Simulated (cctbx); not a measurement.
## Diagnosing a refinement

Cell a = 7.6080 Å, b = 4.5380 Å, c = 7.2420 Å, α = 90.00°, β = 90.00°, γ = 90.00°; space group Pnma (no. 62).

Simulated single-crystal data (cctbx): synchrotron X-rays, λ = 0.4959 Å, to d = 0.65 Å, 70 % of the full sphere, strongest reflection 20000 counts, noise from counting, a 1.5 % proportional error and a noise floor of 2 counts (s.d.); no absorption, and some extinction, which the refinements don't model.

An isotropic refinement with weights 1/σ² prints:

```text
Rint 0.022, 522 unique reflections to 0.65 A
cycle     R1     wR2    GooF  max shift (A)
   1  0.8405  0.9819  45.878   0.71710
   7  0.0109  0.0234   1.091   0.00000
final R1 0.0109 wR2 0.0234 GooF 1.091  parameters 9  data/parameter 58.0
atom        x        y        z      Ueq    occ   su(xyz)  su(Uiso or U11)
Ce1    0.01246  0.75000  0.32331   0.0116  1.000  0.00002  0.0000
Ti1    0.70096  0.75000  0.61555   0.0145  1.000  0.00007  0.0001
Al1    0.36646  0.75000  0.57882   0.0163  1.000  0.00013  0.0002
difference map: max 0.46 min -0.69 rms 0.15
Q1    0.0690  0.5438  0.5036    8    0.48  1.66 A from Ce1
Q2    0.0198  0.7500  0.1511    4    0.45  1.25 A from Ce1
Q3    0.0429  0.5740  0.6377    8    0.41  1.56 A from Ce1
Q4    0.2484  0.0641  0.4985    8    0.40  1.24 A from Ti1
Q5    0.1099  0.7500  0.6452    4    0.39  1.87 A from Ti1
Q6    0.1549  0.5473  0.6238    8    0.39  1.88 A from Al1
```

Q: Accept it or mend it, and why?

It can stand. The set-up had a fault (start far from the minimum), but the refinement still reached the right minimum: R1 = 0.0109, wR2 = 0.0234, GooF = 1.09 against R1 = 0.0109, wR2 = 0.0234, GooF = 1.09 for the right model.

The compound is CeTiAl. The right model at the same level gives:

```text
Rint 0.022, 522 unique reflections to 0.65 A
cycle     R1     wR2    GooF  max shift (A)
   1  0.2095  0.4388  20.503   0.06265
   2  0.0109  0.0234   1.091   0.00000
final R1 0.0109 wR2 0.0234 GooF 1.091  parameters 9  data/parameter 58.0
atom        x        y        z      Ueq    occ   su(xyz)  su(Uiso or U11)
Ce1    0.01246  0.75000  0.32331   0.0116  1.000  0.00002  0.0000
Ti1    0.70096  0.75000  0.61555   0.0145  1.000  0.00007  0.0001
Al1    0.36646  0.75000  0.57882   0.0163  1.000  0.00013  0.0002
difference map: max 0.46 min -0.69 rms 0.15
Q1    0.0690  0.5438  0.5036    8    0.48  1.66 A from Ce1
Q2    0.0198  0.7500  0.1511    4    0.45  1.25 A from Ce1
Q3    0.0429  0.5740  0.6377    8    0.41  1.56 A from Ce1
Q4    0.2484  0.0641  0.4985    8    0.40  1.24 A from Ti1
Q5    0.1099  0.7500  0.6452    4    0.39  1.87 A from Ti1
Q6    0.1549  0.5473  0.6238    8    0.39  1.88 A from Al1
```

Isotropic U is held between 0.0001 and 1 Å² by the program, and listed peak heights are interpolated, so they can pass the grid's maximum.

This is a model crystal, built by substitution and not relaxed, with assumed displacement parameters.

[Middle refinement cycles are left out of these outputs.]

[Logs are printed without paths, hosts, clocks, repeated set-up lines and the standing remarks that a program may print on its own settings, such as how far it seeks lower states.]
